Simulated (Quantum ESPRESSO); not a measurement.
# Collinear magnetic orders of FePt (Tetraferroplatinum) with Quantum ESPRESSO

Does FePt (Tetraferroplatinum) prefer parallel or opposed moments, or none?

Program: Quantum ESPRESSO 7.5. Level of theory: PBE; plane waves with GBRV 1.5 PBE potentials, no spin-orbit coupling. Results are calculated unless marked as measured.

### 1. Starting point

It takes space group P4/mmm (No. 123, tetragonal). Conventional cell: a = 2.724 Å, b = 2.724 Å, c = 3.720 Å, α = 90.00°, β = 90.00°, γ = 90.00°. Nearest to Fe lie 8 Pt at 2.68 Å and 4 Fe at 2.72 Å. Nearest to Pt lie 8 Fe at 2.68 Å and 4 Pt at 2.72 Å. Farther neighbours are not listed.

The cell comes from the Crystallography Open Database.

### 2. Run 1 (ferro +)

The signs are those of the starting moments on the seeded atoms, the atoms that are given a moment.

File pw.in:

```
&CONTROL
  calculation = 'scf'
  prefix = 'pwscf'
  outdir = './tmp'
  pseudo_dir = './pseudo'
  disk_io = 'nowf'
/
&SYSTEM
  ibrav = 0
  celldm(1) = 8
  nat = 2
  ntyp = 2
  ecutwfc = 40
  ecutrho = 280
  nbnd = 24
  occupations = 'smearing'
  smearing = 'fd'
  degauss = 0.00367493
  nspin = 2
  starting_magnetization(1) = 0.175
  starting_magnetization(2) = 0
/
&ELECTRONS
  conv_thr = 4d-09
  electron_maxstep = 150
  mixing_beta = 0.3
/
ATOMIC_SPECIES
Fe     55.8450 fe_pbe_v1.5.uspp.F.UPF
Pt    195.0840 pt_pbe_v1.4.uspp.F.UPF
CELL_PARAMETERS alat
   0.6433336375523    0.0000000000000    0.0000000000000
   0.0000000000000    0.6433336375523    0.0000000000000
   0.0000000000000    0.0000000000000    0.8787226479510
ATOMIC_POSITIONS crystal
Fe      0.0000000000    0.0000000000    0.0000000000
Pt      0.5000000000    0.5000000000    0.5000000000
K_POINTS automatic
12 12 12 0 0 0
```

On the command line:

```bash
$ OMP_NUM_THREADS=1 mpirun -n 4 pw.x -nk 4 -in pw.in > pw.out
```

Output:

```text
Program PWSCF v.7.5 starts

     Message from routine setup:
     using ibrav=0 with symmetry is DISCOURAGED, use correct ibrav instead

     K-points division:     npool     =       4
     Subspace diagonalization in iterative solution of the eigenvalue problem:

     G-vector sticks info
     --------------------
     sticks:   dense  smooth     PW     G-vecs:    dense   smooth      PW
     Sum         593     341    109                14725     6385    1205

     Using Slab Decomposition

     bravais-lattice index     =            0
     lattice parameter (alat)  =       8.0000  a.u.
     unit-cell volume          =     186.2063 (a.u.)^3
     number of atoms/cell      =            2
     number of atomic types    =            2
     number of electrons       =        32.00
     number of Kohn-Sham states=           24
     kinetic-energy cutoff     =      40.0000  Ry
     charge density cutoff     =     280.0000  Ry
     scf convergence threshold =      4.0E-09
     mixing beta               =       0.3000
     number of iterations used =            8  plain     mixing
     Exchange-correlation=  SLA  PW   PBX  PBC
                           (   1   4   3   4   0   0   0)

     celldm(1)=   8.000000  celldm(2)=   0.000000  celldm(3)=   0.000000
     celldm(4)=   0.000000  celldm(5)=   0.000000  celldm(6)=   0.000000

     crystal axes: (cart. coord. in units of alat)
               a(1) = (   0.643334   0.000000   0.000000 )
               a(2) = (   0.000000   0.643334   0.000000 )
               a(3) = (   0.000000   0.000000   0.878723 )

     reciprocal axes: (cart. coord. in units 2 pi/alat)
               b(1) = (  1.554403  0.000000  0.000000 )
               b(2) = (  0.000000  1.554403  0.000000 )
               b(3) = (  0.000000  0.000000  1.138016 )

     PseudoPot. # 1 for Fe read from file:
     fe_pbe_v1.5.uspp.F.UPF
     Pseudo is Ultrasoft + core correction, Zval = 16.0
     Generated by new atomic code, or converted to UPF format
     Using radial grid of  861 points,  6 beta functions with:
                l(1) =   0
                l(2) =   0
                l(3) =   1
                l(4) =   1
                l(5) =   2
                l(6) =   2
     Q(r) pseudized with  8 coefficients,  rinner =    1.000   1.000   1.000
                                                       1.000   1.000

     PseudoPot. # 2 for Pt read from file:
     pt_pbe_v1.4.uspp.F.UPF
     Pseudo is Ultrasoft + core correction, Zval = 16.0
     Generated by new atomic code, or converted to UPF format
     Using radial grid of  985 points,  6 beta functions with:
                l(1) =   0
                l(2) =   0
                l(3) =   1
                l(4) =   1
                l(5) =   2
                l(6) =   2
     Q(r) pseudized with  8 coefficients,  rinner =    1.300   1.300   1.300
                                                       1.300   1.300

     atomic species   valence    mass     pseudopotential
     Fe               16.00    55.84500     Fe( 1.00)
     Pt               16.00   195.08400     Pt( 1.00)

     Starting magnetic structure
     atomic species   magnetization
     Fe              0.175
     Pt              0.000

     16 Sym. Ops., with inversion, found

   Cartesian axes

     site n.     atom                  positions (alat units)
         1        Fe     tau(   1) = (   0.0000000   0.0000000   0.0000000  )
         2        Pt     tau(   2) = (   0.3216668   0.3216668   0.4393613  )

     number of k points=   196  Fermi-Dirac smearing, width (Ry)=  0.0037

     Number of k-points >= 100: set verbosity='high' to print them.

     Dense  grid:    14725 G-vectors     FFT dimensions: (  27,  27,  40)

     Smooth grid:     6385 G-vectors     FFT dimensions: (  24,  24,  30)

     Check: negative core charge=   -0.000027
     Generating pointlists ...
     new r_m :   0.2609 (alat units)  2.0870 (a.u.) for type    1
     new r_m :   0.2609 (alat units)  2.0870 (a.u.) for type    2

     Initial potential from superposition of free atoms

     starting charge      30.5000, renormalised to      32.0000

     negative rho (up, down):  9.890E-02 9.898E-02
     Starting wfcs are   25 randomized atomic wfcs

     Self-consistent Calculation

     iteration #  1     ecut=    40.00 Ry     beta= 0.30
     Davidson diagonalization with overlap
     ethr =  1.00E-02,  avg # of iterations =  4.2

     negative rho (up, down):  9.165E-02 9.168E-02

     total energy              =    -458.52703480 Ry
     estimated scf accuracy    <       8.23746779 Ry

     total magnetization       =     0.72 Bohr mag/cell
     absolute magnetization    =     0.93 Bohr mag/cell

     iteration #  2     ecut=    40.00 Ry     beta= 0.30
     Davidson diagonalization with overlap
     ethr =  1.00E-02,  avg # of iterations =  2.1

     negative rho (up, down):  9.238E-02 9.238E-02

     total energy              =    -460.01235851 Ry
     estimated scf accuracy    <      14.37255809 Ry

     total magnetization       =     0.76 Bohr mag/cell
     absolute magnetization    =     0.84 Bohr mag/cell

     iteration #  3     ecut=    40.00 Ry     beta= 0.30
     Davidson diagonalization with overlap
     ethr =  1.00E-02,  avg # of iterations =  2.0

     negative rho (up, down):  9.199E-02 9.117E-02

     total energy              =    -461.01424521 Ry
     estimated scf accuracy    <       0.32228715 Ry

     total magnetization       =     2.94 Bohr mag/cell
     absolute magnetization    =     2.97 Bohr mag/cell

     [... further iterations left out ...]

     iteration # 11     ecut=    40.00 Ry     beta= 0.30
     Davidson diagonalization with overlap
     ethr =  3.33E-08,  avg # of iterations =  1.7

     negative rho (up, down):  9.168E-02 8.763E-02

     total energy              =    -461.07795023 Ry
     estimated scf accuracy    <       0.00000247 Ry

     total magnetization       =     3.34 Bohr mag/cell
     absolute magnetization    =     3.52 Bohr mag/cell

     iteration # 12     ecut=    40.00 Ry     beta= 0.30
     Davidson diagonalization with overlap
     ethr =  7.73E-09,  avg # of iterations =  1.1

     negative rho (up, down):  9.169E-02 8.763E-02

     total energy              =    -461.07795058 Ry
     estimated scf accuracy    <       0.00000003 Ry

     total magnetization       =     3.34 Bohr mag/cell
     absolute magnetization    =     3.52 Bohr mag/cell

     iteration # 13     ecut=    40.00 Ry     beta= 0.30
     Davidson diagonalization with overlap
     ethr =  8.60E-11,  avg # of iterations =  3.9

     negative rho (up, down):  9.169E-02 8.763E-02

     total energy              =    -461.07795062 Ry
     estimated scf accuracy    <          5.6E-09 Ry

     total magnetization       =     3.34 Bohr mag/cell
     absolute magnetization    =     3.52 Bohr mag/cell

     iteration # 14     ecut=    40.00 Ry     beta= 0.30
     Davidson diagonalization with overlap
     ethr =  1.76E-11,  avg # of iterations =  1.7

     negative rho (up, down):  9.169E-02 8.762E-02

     Magnetic moment per site  (integrated on atomic sphere of radius R)
     atom   1 (R=0.261)  charge= 14.7166  magn=  3.0056
     atom   2 (R=0.261)  charge= 13.8026  magn=  0.3989

     End of self-consistent calculation

     Number of k-points >= 100: set verbosity='high' to print the bands.

     the Fermi energy is    20.0055 ev

!    total energy              =    -461.07795065 Ry
     estimated scf accuracy    <          2.3E-09 Ry
     smearing contrib. (-TS)   =      -0.00089244 Ry
     internal energy E=F+TS    =    -461.07705821 Ry

     The total energy is F=E-TS. E is the sum of the following terms:
     one-electron contribution =    -144.04665580 Ry
     hartree contribution      =      95.44114175 Ry
     xc contribution           =     -86.19813293 Ry
     ewald contribution        =    -326.27341122 Ry

     total magnetization       =     3.34 Bohr mag/cell
     absolute magnetization    =     3.52 Bohr mag/cell

     convergence has been achieved in  14 iterations

=------------------------------------------------------------------------------=
   JOB DONE.
=------------------------------------------------------------------------------=
```

The job ended after 14 s (4 MPI ranks of AMD EPYC 9R45 (Zen 5), shared host; peak memory 0.4 GiB).

Spin moment in the atom's sphere by atom:

```csv
atom,spin moment in the atom's sphere (μB)
Fe1,3.01
Pt2,0.40
```

This step gave:

```
smearing term TS       : 0.01214 eV
magnetization          : 3.34 μB
absolute magnetization : 3.524 μB
final state            : ferromagnetic
```

### 3. Start 2: antiferro q=(0,1/2,0) +−

The cell is doubled to 4 atoms to hold this order. The wavevector q is in fractions of the reciprocal vectors of the crystal's primitive cell, as the cells of these inputs are built from it; moments change sign between cells as cos(2π q·R).

File pw.in:

```
&CONTROL
  calculation = 'scf'
  prefix = 'pwscf'
  outdir = './tmp'
  pseudo_dir = './pseudo'
  disk_io = 'nowf'
/
&SYSTEM
  ibrav = 0
  celldm(1) = 8
  nat = 4
  ntyp = 3
  ecutwfc = 40
  ecutrho = 280
  nbnd = 42
  occupations = 'smearing'
  smearing = 'fd'
  degauss = 0.00367493
  nspin = 2
  starting_magnetization(1) = 0.175
  starting_magnetization(2) = -0.175
  starting_magnetization(3) = 0
/
&ELECTRONS
  conv_thr = 8d-09
  electron_maxstep = 150
  mixing_beta = 0.3
/
ATOMIC_SPECIES
Fe1    55.8450 fe_pbe_v1.5.uspp.F.UPF
Fe2    55.8450 fe_pbe_v1.5.uspp.F.UPF
Pt    195.0840 pt_pbe_v1.4.uspp.F.UPF
CELL_PARAMETERS alat
   0.6433336375523    0.0000000000000    0.0000000000000
   0.0000000000000    1.2866672751046    0.0000000000000
   0.0000000000000    0.0000000000000    0.8787226479510
ATOMIC_POSITIONS crystal
Fe1     0.0000000000    0.0000000000    0.0000000000
Fe2     0.0000000000    0.5000000000    0.0000000000
Pt      0.5000000000    0.2500000000    0.5000000000
Pt      0.5000000000    0.7500000000    0.5000000000
K_POINTS automatic
12 6 12 0 0 0
```

Output:

```text
[banner, memory and clock lines left out]
Program PWSCF v.7.5 starts

     Message from routine setup:
     using ibrav=0 with symmetry is DISCOURAGED, use correct ibrav instead

     bravais-lattice index     =            0
     lattice parameter (alat)  =       8.0000  a.u.
     unit-cell volume          =     372.4125 (a.u.)^3
     number of atoms/cell      =            4
     number of atomic types    =            3
     number of electrons       =        64.00
     number of Kohn-Sham states=           42
     kinetic-energy cutoff     =      40.0000  Ry
     charge density cutoff     =     280.0000  Ry
     scf convergence threshold =      8.0E-09
     mixing beta               =       0.3000
     number of iterations used =            8  plain     mixing
     Exchange-correlation=  SLA  PW   PBX  PBC
                           (   1   4   3   4   0   0   0)

     celldm(1)=   8.000000  celldm(2)=   0.000000  celldm(3)=   0.000000
     celldm(4)=   0.000000  celldm(5)=   0.000000  celldm(6)=   0.000000

     crystal axes: (cart. coord. in units of alat)
               a(1) = (   0.643334   0.000000   0.000000 )
               a(2) = (   0.000000   1.286667   0.000000 )
               a(3) = (   0.000000   0.000000   0.878723 )

     reciprocal axes: (cart. coord. in units 2 pi/alat)
               b(1) = (  1.554403  0.000000  0.000000 )
               b(2) = (  0.000000  0.777202  0.000000 )
               b(3) = (  0.000000  0.000000  1.138016 )

     PseudoPot. # 1 for Fe read from file:
     fe_pbe_v1.5.uspp.F.UPF
     Pseudo is Ultrasoft + core correction, Zval = 16.0

     PseudoPot. # 2 for Fe read from file:
     fe_pbe_v1.5.uspp.F.UPF
     Pseudo is Ultrasoft + core correction, Zval = 16.0

     PseudoPot. # 3 for Pt read from file:
     pt_pbe_v1.4.uspp.F.UPF
     Pseudo is Ultrasoft + core correction, Zval = 16.0

     atomic species   valence    mass     pseudopotential
     Fe1              16.00    55.84500     Fe( 1.00)
     Fe2              16.00    55.84500     Fe( 1.00)
     Pt               16.00   195.08400     Pt( 1.00)

     Starting magnetic structure
     atomic species   magnetization
     Fe1             0.175
     Fe2            -0.175
     Pt              0.000

      8 Sym. Ops., with inversion, found

   Cartesian axes

     site n.     atom                  positions (alat units)
         1        Fe1    tau(   1) = (   0.0000000   0.0000000   0.0000000  )
         2        Fe2    tau(   2) = (   0.0000000   0.6433336   0.0000000  )
         3        Pt     tau(   3) = (   0.3216668   0.3216668   0.4393613  )
         4        Pt     tau(   4) = (   0.3216668   0.9650005   0.4393613  )

     number of k points=   196  Fermi-Dirac smearing, width (Ry)=  0.0037

     Number of k-points >= 100: set verbosity='high' to print them.

     Dense  grid:    29465 G-vectors     FFT dimensions: (  27,  60,  40)

     Smooth grid:    12725 G-vectors     FFT dimensions: (  24,  45,  30)

     Check: negative core charge=   -0.000028
     Generating pointlists ...
     new r_m :   0.2609 (alat units)  2.0870 (a.u.) for type    1
     new r_m :   0.2609 (alat units)  2.0870 (a.u.) for type    2
     new r_m :   0.2609 (alat units)  2.0870 (a.u.) for type    3

     Initial potential from superposition of free atoms

     starting charge      61.0000, renormalised to      64.0000

     negative rho (up, down):  1.970E-01 1.970E-01
     Starting wfcs are   50 randomized atomic wfcs

     Self-consistent Calculation

     iteration #  1     ecut=    40.00 Ry     beta= 0.30
     Davidson diagonalization with overlap
     ethr =  1.00E-02,  avg # of iterations =  2.3

     negative rho (up, down):  1.820E-01 1.820E-01

     total energy              =    -916.76033503 Ry
     estimated scf accuracy    <      17.07062302 Ry

     total magnetization       =    -0.00 Bohr mag/cell
     absolute magnetization    =     1.80 Bohr mag/cell

     iteration #  2     ecut=    40.00 Ry     beta= 0.30
     Davidson diagonalization with overlap
     ethr =  1.00E-02,  avg # of iterations =  2.9

     negative rho (up, down):  1.832E-01 1.832E-01

     total energy              =    -920.15418318 Ry
     estimated scf accuracy    <      29.66271753 Ry

     total magnetization       =    -0.00 Bohr mag/cell
     absolute magnetization    =     1.99 Bohr mag/cell

     [... further iterations left out ...]

     iteration # 18     ecut=    40.00 Ry     beta= 0.30
     Davidson diagonalization with overlap
     ethr =  3.00E-11,  avg # of iterations =  1.6

     negative rho (up, down):  1.771E-01 1.771E-01

     total energy              =    -922.15245696 Ry
     estimated scf accuracy    <          8.9E-09 Ry

     total magnetization       =    -0.00 Bohr mag/cell
     absolute magnetization    =     6.33 Bohr mag/cell

     iteration # 19     ecut=    40.00 Ry     beta= 0.30
     Davidson diagonalization with overlap
     ethr =  1.40E-11,  avg # of iterations =  2.0

     negative rho (up, down):  1.771E-01 1.771E-01

     Magnetic moment per site  (integrated on atomic sphere of radius R)
     atom   1 (R=0.261)  charge= 14.7157  magn=  2.9715
     atom   2 (R=0.261)  charge= 14.7157  magn= -2.9715
     atom   3 (R=0.261)  charge= 13.7935  magn=  0.0000
     atom   4 (R=0.261)  charge= 13.7935  magn=  0.0000

     End of self-consistent calculation

     Number of k-points >= 100: set verbosity='high' to print the bands.

     the Fermi energy is    20.2150 ev

!    total energy              =    -922.15245697 Ry
     estimated scf accuracy    <          3.0E-10 Ry
     smearing contrib. (-TS)   =      -0.00230460 Ry
     internal energy E=F+TS    =    -922.15015237 Ry

     The total energy is F=E-TS. E is the sum of the following terms:
     one-electron contribution =    -287.91632639 Ry
     hartree contribution      =     190.65238528 Ry
     xc contribution           =    -172.33938882 Ry
     ewald contribution        =    -652.54682244 Ry

     total magnetization       =     0.00 Bohr mag/cell
     absolute magnetization    =     6.33 Bohr mag/cell

     convergence has been achieved in  19 iterations
```

The job ended after 64 s (4 MPI ranks; peak memory 0.78 GiB).

Spin moment in the atom's sphere by atom:

```csv
atom,spin moment in the atom's sphere (μB)
Fe1,2.97
Fe2,-2.97
Pt3,0.00
Pt4,0.00
```

Numbers from this step:

- smearing term TS: 0.03136 eV
- magnetization: 0 μB
- absolute magnetization: 6.328 μB
- final state: antiferromagnetic

### 4. Run 3, typed as antiferro q=(0,0,1/2) +−

The cell is doubled to 4 atoms to hold this order.

pw.in, as its differences from that of step 3:

```diff
@@ -34,10 +34,10 @@
    0.6433336375523    0.0000000000000    0.0000000000000
-   0.0000000000000    1.2866672751046    0.0000000000000
-   0.0000000000000    0.0000000000000    0.8787226479510
+   0.0000000000000    0.6433336375523    0.0000000000000
+   0.0000000000000    0.0000000000000    1.7574452959020
 ATOMIC_POSITIONS crystal
 Fe1     0.0000000000    0.0000000000    0.0000000000
-Fe2     0.0000000000    0.5000000000    0.0000000000
-Pt      0.5000000000    0.2500000000    0.5000000000
-Pt      0.5000000000    0.7500000000    0.5000000000
+Fe2     0.0000000000    0.0000000000    0.5000000000
+Pt      0.5000000000    0.5000000000    0.2500000000
+Pt      0.5000000000    0.5000000000    0.7500000000
 K_POINTS automatic
-12 6 12 0 0 0
+12 12 6 0 0 0
```

Output:

```text
     [... lines left out ...]
Program PWSCF v.7.5 starts
     [... lines left out ...]
     number of atoms/cell      =            4
     [... lines left out ...]
     number of electrons       =        64.00
     number of Kohn-Sham states=           42
     kinetic-energy cutoff     =      40.0000  Ry
     charge density cutoff     =     280.0000  Ry
     scf convergence threshold =      8.0E-09
     [... lines left out ...]
     16 Sym. Ops., with inversion, found
     [... lines left out ...]
     number of k points=   112  Fermi-Dirac smearing, width (Ry)=  0.0037
     [... lines left out ...]
     iteration # 18     ecut=    40.00 Ry     beta= 0.30
     [... lines left out ...]
     Magnetic moment per site  (integrated on atomic sphere of radius R)
     atom   1 (R=0.261)  charge= 14.7190  magn=  3.0034
     atom   2 (R=0.261)  charge= 14.7189  magn= -3.0034
     atom   3 (R=0.261)  charge= 13.7942  magn= -0.0000
     atom   4 (R=0.261)  charge= 13.7942  magn= -0.0000
     [... lines left out ...]
     the Fermi energy is    20.0720 ev
!    total energy              =    -922.15548434 Ry
     estimated scf accuracy    <          4.0E-09 Ry
     smearing contrib. (-TS)   =      -0.00199385 Ry
     [... lines left out ...]
     total magnetization       =    -0.00 Bohr mag/cell
     absolute magnetization    =     6.42 Bohr mag/cell
     convergence has been achieved in  18 iterations
```

The job ended after 37 s (4 MPI ranks; peak memory 0.6 GiB).

Spin moment in the atom's sphere by atom:

```csv
atom,spin moment in the atom's sphere (μB)
Fe1,3.00
Fe2,-3.00
Pt3,0.00
Pt4,0.00
```

This step gave:

```
smearing term TS       : 0.02713 eV
magnetization          : 0 μB
absolute magnetization : 6.418 μB
final state            : antiferromagnetic
```

[end of part 1 of 2]

[Logs and program files are shortened in this print: banners, set-up blocks, solver, clock and traceback lines can be left out without a mark of their own.]

[Logs are printed without paths, hosts, clocks, repeated set-up lines and the standing remarks that a program may print on its own settings, such as how far it seeks lower states.]

[Hosts, paths, dates, database ids (printed as entryN), source tags and the programs' standing remarks are cut or masked in the printed files.]

[Where a cell is said to come from a database of computed structures, the database is the Materials Project.]
